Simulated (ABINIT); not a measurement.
# Calculated records

```cif
data_sic
_symmetry_space_group_name_H-M 'F-43m'
_symmetry_Int_Tables_number 216
_cell_length_a 4.3580
_cell_length_b 4.3580
_cell_length_c 4.3580
_cell_angle_alpha 90.000
_cell_angle_beta 90.000
_cell_angle_gamma 90.000
_cell_volume 82.77
loop_
_atom_site_label
_atom_site_type_symbol
_atom_site_symmetry_multiplicity
_atom_site_Wyckoff_symbol
_atom_site_fract_x
_atom_site_fract_y
_atom_site_fract_z
_atom_site_occupancy
Si1 Si 4 a 0.00000 0.00000 0.00000 1
C1 C 4 d 0.25000 0.25000 0.75000 1
_calc_subject 'SiC (F-43m): one start, several treatments of the self-energy'
_calc_method 'RPA screening on PBE, plane waves, norm-conserving pseudopotentials (and 3 further levels or steps)'
_calc_program 'ABINIT 10.8.3'
_calc_settings 'cutoff 37 Ha, PseudoDojo scalar-relativistic 0.4.1 standard, norm-conserving, potential set dojo-sr-pbe-0.4.1-standard, ngkpt (6, 6, 6), nband 90, ecuteps 8.4 Ha, gwcalctyp 1, nfreqim 16, inclvkb 2, shiftk (0, 0, 0), symchi 1, awtr 1, frequency ac, 6×6×6 k-mesh'
_calc_notes 'The cell and positions come from the Crystallography Open Database and are kept as given unless a step says otherwise.'
_calc_g0w0_godby_needs_plasmon_pole '2.077 eV'
_calc_g0w0_hybertsen_louie_plasmon_pole '2.174 eV'
_calc_g0w0_von_der_linden_horsch_plasmon_pole '2.048 eV'
_calc_g0w0_engel_farid_plasmon_pole '2.201 eV'
_calc_one_shot_hartree_fock '8.144 eV'
_calc_g0w0_contour_deformation '2.154 eV'
_calc_g0w0_analytic_continuation '2.039 eV'
_calc_known_limits 'short of the basis limit'
```

[Long decimals in the printed logs are rounded to 6 places.]

[Logs are printed without paths, hosts, clocks, repeated set-up lines and the standing remarks that a program may print on its own settings, such as how far it seeks lower states.]

[Paths, hosts, dates, memory and timing lines, banners, echoed tables and standing remarks are left out of the program output; an Ansatz launch command may be rebuilt from the run's recorded settings. Measured values are a selection of at most five: reports struck by readers or far from the other reports are left out. None is set beside runs whose start may be inverted or whose files or cutoffs have a known fault.]

[Runs of the session that timed out or met a known fault of the program may be left out.]

[Hosts, paths, dates, database ids (printed as entryN), source tags and the programs' standing remarks are cut or masked in the printed files.]

[G0W0 gaps are taken among the corrected bands and points alone; a level outside them can change the order at an edge.]

[Where Ansatz stands beside ABINIT at settings called matched, ABINIT's density can come from a denser mesh and the files from another edition; pairs whose starting gaps differed by over 0.03 eV were left out, so agreement reads better than it is.]
